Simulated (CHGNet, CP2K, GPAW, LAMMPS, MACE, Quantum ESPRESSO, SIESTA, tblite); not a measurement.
## Quantum ESPRESSO on glassy 68SiO2-14MgO-11ZnO-7BaO (mol %) (75 atoms): settings compared

How far do other settings of Quantum ESPRESSO move the forces in glassy 68SiO2-14MgO-11ZnO-7BaO (mol %) (75 atoms)? One run of the same program serves as the yardstick.

Method: the method is named at each step, in Quantum ESPRESSO 7.5.

### Step 1. The structure

The cell holds 75 atoms: 19 Si, 4 Mg, 3 Zn, 2 Ba and 47 O. Cell: a = 10.485 Å, b = 10.485 Å, c = 10.485 Å, α = 90.0°, β = 90.0°, γ = 90.0°. 75 atoms (19 Si, 4 Mg, 3 Zn, 2 Ba, 47 O) placed at random at 2.67 g/cm³, melted at 4000 K for 10 ps at fixed volume with the Morse and Coulomb pair potential with partial charges (Pedone, Malavasi, Menziani, Cormack and Segre, J. Phys. Chem. B 110, 11780 (2006)). Quenched from 4000 K to 300 K at 25 K/ps and fixed volume, held 5 ps, then minimised at fixed cell.

The yardstick, on the same geometry:

| Item | Value |
| --- | --- |
| method | Kohn-Sham DFT, PBE, SSSP efficiency 1.3.0 pseudopotentials, plane waves (Quantum ESPRESSO 7.5); sssp-pbe-1.3.0-efficiency, cutoffs 60/480 Ry, Γ point |
| r.m.s. force component | 0.9196 eV/Å |
| longest force | 3.232 eV/Å |
| pressure | 1.366 GPa |
| gap (highest filled to lowest empty level) | 2.891 eV |
| time | 3 min on 4 MPI ranks of Arm Neoverse V2, shared host |
| CPU time | 12 min |

### Step 2. PBE, gbrv-1.5, 40/200 Ry

Method: Kohn-Sham DFT, PBE, GBRV 1.5 ultrasoft pseudopotentials, plane waves.

Input file pw.in:

```
&control
  calculation = 'scf'
  pseudo_dir = './pseudo'
  outdir = './tmp'
  disk_io = 'none'
  tprnfor = .true.
  tstress = .true.
/
&system
  ibrav = 0
  nat = 75
  ntyp = 5
  ecutwfc = 40
  ecutrho = 200
  nosym = .true.
  occupations = 'smearing'
  smearing = 'fd'
  degauss = 0.003675
/
&electrons
  conv_thr = 3.8e-07
  electron_maxstep = 100
  mixing_beta = 0.4
  mixing_mode = 'plain'
  diagonalization = 'david'
/
ATOMIC_SPECIES
Si 28.085 Si.upf
Mg 24.305 Mg.upf
Zn 65.380 Zn.upf
Ba 137.327 Ba.upf
O 15.999 O.upf
CELL_PARAMETERS angstrom
10.48540 0.00000 0.00000
0.00000 10.48540 0.00000
0.00000 0.00000 10.48540
ATOMIC_POSITIONS crystal
Si 0.77001 0.42486 0.40191
Si 0.39756 0.82933 0.29783
Si 0.37019 0.25419 0.50664
Si 0.60854 0.07012 0.53649
Si 0.46310 0.80711 0.57884
Si 0.12564 0.16086 0.67304
Si 0.84967 0.13655 0.02062
Si 0.90179 0.60758 0.85204
Si 0.03014 0.03526 0.41578
Si 0.93010 0.78515 0.29301
Si 0.60836 0.27920 0.90422
Si 0.66030 0.66908 0.27883
Si 0.77167 0.14980 0.30561
Si 0.19184 0.51847 0.88591
Si 0.97118 0.86709 0.00883
Si 0.28254 0.10472 0.25825
Si 0.05935 0.51855 0.33740
Si 0.25504 0.76750 0.04941
Si 0.65802 0.54055 0.99828
Mg 0.80886 0.27168 0.68658
Mg 0.28696 0.52082 0.58156
Mg 0.29359 0.20641 0.93365
Mg 0.65793 0.52086 0.66546
Zn 0.11739 0.30978 0.09243
Zn 0.32453 0.95849 0.82828
Zn 0.42690 0.68325 0.80713
Ba 0.39680 0.44797 0.22117
Ba 0.84678 0.88024 0.66387
O 0.73477 0.19150 0.93475
O 0.23276 0.62463 0.99672
O 0.56614 0.61180 0.90359
O 0.72056 0.10595 0.62926
O 0.56872 0.92016 0.55982
O 0.15078 0.52714 0.45609
O 0.78428 0.10528 0.16186
O 0.24058 0.23468 0.59187
O 0.21524 0.38065 0.94195
O 0.75692 0.39482 0.54607
O 0.97630 0.89068 0.39510
O 0.30337 0.75978 0.19637
O 0.83035 0.62263 0.72116
O 0.73886 0.29914 0.31762
O 0.48191 0.15611 0.54853
O 0.28297 0.55587 0.76821
O 0.14793 0.05812 0.32181
O 0.37500 0.97874 0.26468
O 0.40737 0.39774 0.50401
O 0.00175 0.23538 0.70824
O 0.37655 0.80826 0.44923
O 0.04308 0.54753 0.85363
O 0.66831 0.53863 0.36244
O 0.20316 0.09599 0.79114
O 0.12493 0.84966 0.02353
O 0.92530 0.84248 0.15197
O 0.07324 0.05442 0.56265
O 0.64509 0.36062 0.78278
[... 15 atom lines left out ...]
O 0.35795 0.83317 0.96224
O 0.47878 0.20535 0.90221
O 0.66608 0.07890 0.39214
O 0.91471 0.46590 0.36805
K_POINTS gamma
```

On the command line:

```
> OMP_NUM_THREADS=1 mpirun -np 2 pw.x -in pw.in > output.txt
```

Log:

```text
Program PWSCF
     gamma-point specific algorithms are used
     Parallelization info
     sticks:   dense  smooth     PW     G-vecs:    dense   smooth      PW
     Min        3123    2497    622               185950   132975   16565
     Max        3130    2500    623               185951   132980   16566
     Sum        6253    4997   1245               371901   265955   33131
     bravais-lattice index     =            0
     lattice parameter (alat)  =      19.8145  a.u.
     unit-cell volume          =    7779.4986 (a.u.)^3
     number of atoms/cell      =           75
     number of atomic types    =            5
     number of electrons       =       478.00
     number of Kohn-Sham states=          287
     kinetic-energy cutoff     =      40.0000  Ry
     charge density cutoff     =     200.0000  Ry
     scf convergence threshold =      3.8E-07
     mixing beta               =       0.4000
     number of iterations used =            8  plain     mixing
     Exchange-correlation= SLA  PW   PBE  PBE
                           (   1   4   3   4   0   0   0)
     crystal axes: (cart. coord. in units of alat)
               a(1) = (   1.000000   0.000000   0.000000 )
               a(2) = (   0.000000   1.000000   0.000000 )
               a(3) = (   0.000000   0.000000   1.000000 )
     reciprocal axes: (cart. coord. in units 2 pi/alat)
               b(1) = (  1.000000  0.000000  0.000000 )
               b(2) = (  0.000000  1.000000  0.000000 )
               b(3) = (  0.000000  0.000000  1.000000 )
     PseudoPot. # 1 for Si:
     Pseudo is Ultrasoft + core correction, Zval =  4.0
     PseudoPot. # 2 for Mg:
     Pseudo is Ultrasoft, Zval = 10.0
     PseudoPot. # 3 for Zn:
     Pseudo is Ultrasoft, Zval = 20.0
     PseudoPot. # 4 for Ba:
     Pseudo is Ultrasoft + core correction, Zval = 10.0
     PseudoPot. # 5 for O :
     Pseudo is Ultrasoft + core correction, Zval =  6.0
     atomic species   valence    mass     pseudopotential
     Si                4.00    28.08500     Si( 1.00)
     Mg               10.00    24.30500     Mg( 1.00)
     Zn               20.00    65.38000     Zn( 1.00)
     Ba               10.00   137.32700     Ba( 1.00)
     O                 6.00    15.99900     O ( 1.00)
     No symmetry found
   Cartesian axes
     number of k points=     1  Fermi-Dirac smearing, width (Ry)=  0.0037
                       cart. coord. in units 2pi/alat
        k(    1) = (   0.0000000   0.0000000   0.0000000), wk =   2.0000000
     Dense  grid:   185951 G-vectors     FFT dimensions: (  90,  90,  90)
     Smooth grid:   132978 G-vectors     FFT dimensions: (  80,  80,  80)
     Check: negative core charge=   -0.000002
     Initial potential from superposition of free atoms
     starting charge     476.7558, renormalised to     478.0000
     negative rho (up, down):  1.911E-01 0.000E+00
     Starting wfcs are  349 randomized atomic wfcs
     Self-consistent Calculation
     iteration #  1     ecut=    40.00 Ry     beta= 0.40
     negative rho (up, down):  1.866E-01 0.000E+00
     total energy              =   -3729.68052816 Ry
     estimated scf accuracy    <      20.75631250 Ry
     iteration #  2     ecut=    40.00 Ry     beta= 0.40
     negative rho (up, down):  1.839E-01 0.000E+00
     total energy              =   -3734.28074713 Ry
     estimated scf accuracy    <       0.90612624 Ry
     iteration #  3     ecut=    40.00 Ry     beta= 0.40
     negative rho (up, down):  1.815E-01 0.000E+00
     total energy              =   -3734.32792776 Ry
     estimated scf accuracy    <       0.26208109 Ry
     iteration #  4     ecut=    40.00 Ry     beta= 0.40
     negative rho (up, down):  1.794E-01 0.000E+00
     total energy              =   -3734.35119768 Ry
     estimated scf accuracy    <       0.04685316 Ry
     iteration #  5     ecut=    40.00 Ry     beta= 0.40
     negative rho (up, down):  1.791E-01 0.000E+00
     total energy              =   -3734.35259271 Ry
     estimated scf accuracy    <       0.00700413 Ry
     iteration #  6     ecut=    40.00 Ry     beta= 0.40
[...]
total energy              =   -3734.35389011 Ry
     estimated scf accuracy    <       0.00039811 Ry
     iteration #  7     ecut=    40.00 Ry     beta= 0.40
[...]
total energy              =   -3734.35403709 Ry
     estimated scf accuracy    <       0.00020449 Ry
     iteration #  8     ecut=    40.00 Ry     beta= 0.40
[...]
total energy              =   -3734.35408081 Ry
     estimated scf accuracy    <       0.00000938 Ry
     iteration #  9     ecut=    40.00 Ry     beta= 0.40
[...]
total energy              =   -3734.35408317 Ry
     estimated scf accuracy    <       0.00000467 Ry
     iteration # 10     ecut=    40.00 Ry     beta= 0.40
[...]
total energy              =   -3734.35408372 Ry
     estimated scf accuracy    <       0.00000050 Ry
     iteration # 11     ecut=    40.00 Ry     beta= 0.40
     negative rho (up, down):  1.787E-01 0.000E+00
     End of self-consistent calculation
          k = 0.0000 0.0000 0.0000 ( 16566 PWs)   bands (ev):
  -121.5694-120.5909-120.3021 -75.8730 -75.7260 -75.6721 -74.8331 -74.8032
   -74.7294 -74.5351 -74.5103 -74.4474 -70.9113 -70.9090 -70.7656 -70.3006
   -37.7195 -37.6940 -37.6857 -37.6814 -37.6524 -37.6369 -37.6357 -37.5086
   -37.4694 -37.1039 -37.0851 -37.0132 -24.0111 -23.9304 -17.5262 -17.1609
   -16.9983 -16.9370 -16.7081 -16.5953 -16.5021 -16.4239 -16.3822 -16.1839
   -16.1348 -16.0588 -16.0268 -15.9099 -15.7993 -15.7487 -15.6237 -15.5770
   -15.5199 -15.4278 -15.3397 -15.2395 -15.2184 -15.2136 -15.1799 -15.1453
[...]
9.4199   9.4970   9.5202   9.5646   9.8283   9.9152   9.9501  10.0907
    10.2327  10.2994  10.3669  10.4401  10.5725  10.5969  10.7383  10.7739
    10.8173  10.8784  10.9884  11.0225  11.0656  11.1341  11.2101  11.2188
    11.2839  11.3324  11.3716  11.3892  11.4134  11.4381  11.4952
     the Fermi energy is     4.6636 ev
!    total energy              =   -3734.35408395 Ry
     estimated scf accuracy    <       0.00000004 Ry
     smearing contrib. (-TS)   =      -0.00000000 Ry
     internal energy E=F+TS    =   -3734.35408395 Ry
     The total energy is F=E-TS. E is the sum of the following terms:
     one-electron contribution =   -3405.73727678 Ry
     hartree contribution      =    1895.67896979 Ry
     xc contribution           =    -683.73340778 Ry
     ewald contribution        =   -1540.56236918 Ry
     convergence has been achieved in  11 iterations
     negative rho (up, down):  1.787E-01 0.000E+00
     Forces acting on atoms (cartesian axes, Ry/au):
     atom    1 type  1   force =     0.06346273    0.00411748   -0.05811017
     atom    2 type  1   force =    -0.00075724    0.02478301    0.00023953
     atom    3 type  1   force =    -0.03391548   -0.07614229    0.00099247
     atom    4 type  1   force =    -0.01057840    0.01319749   -0.03111246
     atom    5 type  1   force =     0.03177149    0.03289857   -0.04044294
     atom    6 type  1   force =     0.01091062    0.00569463   -0.07065255
[...]
atom   73 type  5   force =    -0.08124206   -0.04417662    0.01217775
     atom   74 type  5   force =    -0.02826042   -0.03433494   -0.03083339
     atom   75 type  5   force =    -0.00143239   -0.00270976   -0.00119588
     Total force =     0.522631     Total SCF correction =     0.000536
     Computing stress (Cartesian axis) and pressure
     negative rho (up, down):  1.787E-01 0.000E+00
          total   stress  (Ry/bohr**3)                   (kbar)     P=       14.52
  -0.00001619   0.00009448  -0.00011331           -2.38       13.90      -16.67
   0.00009448   0.00011017  -0.00001849           13.90       16.21       -2.72
  -0.00011331  -0.00001849   0.00020215          -16.67       -2.72       29.74
     Message from routine punch:
     Nothing written, as per user request (disk_io='none')
```

Elapsed: 2.4 min, on 2 MPI ranks of Arm Neoverse V2, shared host; peak memory 1.6 GiB.

Banners, paths, timers and routine set-up lines are dropped from the logs unmarked, and long logs keep their key lines alone; longer cuts are marked.

Compared with the plane-wave run:

```
r.m.s. force component                           : 0.8958 eV/Å
r.m.s. difference of force components            : 32.15 meV/Å
longest difference of force vectors              : 125.7 meV/Å
force difference over r.m.s. force               : 3.496 %
slope of forces against the reference's          : 0.9739
correlation of force components                  : 0.9997
gap (highest filled to lowest empty level) : 2.918 eV
gap difference                                   : 0.0269 eV
pressure                                         : 1.452 GPa
pressure difference                              : 0.0863 GPa
```

Length of the force difference by element (eV/Å):

```csv
element,atoms,mean,most
Ba,2,0.0087,0.010
Mg,4,0.029,0.037
O,47,0.048,0.13
Si,19,0.037,0.068
Zn,3,0.019,0.022
```

Levels nearest the highest filled one (eV from it): -0.89, -0.80, -0.69, -0.67, -0.65, -0.55, -0.50, -0.43, -0.31, -0.25, -0.18, 0.00, 2.92, 3.97, 4.47, 4.67, 4.81, 4.88, 4.91, 4.97, 5.10, 5.27, 5.32, 5.40.

The surroundings of Zn24, picked at random, nearest first, numbered as they follow in the input and with coordinates relative to it.

```
atom      x      y      z  distance (Å)  bonds     Fx     Fy  Fz (eV/Å)
Zn24   0.00   0.00   0.00          0.00      4  -1.77   0.24       0.76
 O64  -1.65  -0.82  -0.46          1.90      2   1.57   1.19      -0.14
 O65   0.09   1.33   1.42          1.95      3   1.31  -0.71      -1.45
 O37   1.03   0.74  -1.58          2.02      3   0.50  -1.89       0.74
 O68   1.48  -1.47   0.34          2.11      3   0.29   0.89      -1.93
Mg22   1.85  -1.08  -1.66          2.71      4   0.67   0.28      -0.39
Si14   0.78   2.19  -2.17          3.18      4  -0.43   1.90       0.32
Si16   1.73  -2.15   1.74          3.26      4  -0.57  -0.99       1.89
 Si7  -2.81  -1.82  -0.75          3.43      4   0.11   0.12       1.77
```

Forces lie 3.5 % from the reference's, at 0.39 times its CPU time (on 2 against 4 cores).

### Step 3. Results

* force difference from the reference: QE PBE, gbrv-1.5, 40/200 Ry, 3.5 %
* its CPU time: 4.7 min

What this shows: PBE on plane waves or a grid with other potentials, cutoffs or grids differs from the reference by 3.5 % (QE PBE, gbrv-1.5, 40/200 Ry) of the r.m.s. force; this holds the reference's own error, so differences of a few per cent don't tell which side is nearer the exact PBE result. One electronic-structure run takes under half the reference's CPU time: QE PBE, gbrv-1.5, 40/200 Ry, at 3.5 % in 4.7 min against 12 min. At the same functional, the gap of QE PBE, gbrv-1.5, 40/200 Ry lies 0.03 eV above the reference's 2.89 eV. The potentials hold different valence shells: 446 electrons in the reference, 478 in Quantum ESPRESSO with GBRV; this bears on time and differences. The reference's pressure holds the uncorrected Pulay stress of its 60 Ry basis, so small pressure differences, and their order, may be the reference's own error. The quench rate of 25 K/ps is many orders above laboratory rates, so the cell is likely richer in defects and strain than a real sample. The network of bonds at the start is that of the classical potential that made the cell, and needn't be the one that DFT or experiment would give. The reference's stress is far from hydrostatic: its diagonal is -0.3, 1.5, 2.9 GPa, compression counted positive. The electronic-structure runs sample only Γ, in a cell whose shortest periodic width is 10 Å. Spin–orbit coupling is left out, which matters for the levels of the heavy elements.

[Also dropped from logs without a mark: logging warnings of Python, and SIESTA's first energy breakdown and zero terms.]

[Logs are printed without paths, hosts, clocks, repeated set-up lines and the standing remarks that a program may print on its own settings, such as how far it seeks lower states.]

[Hosts, paths, dates, database ids (printed as entryN), source tags and the programs' standing remarks are cut or masked in the printed files.]
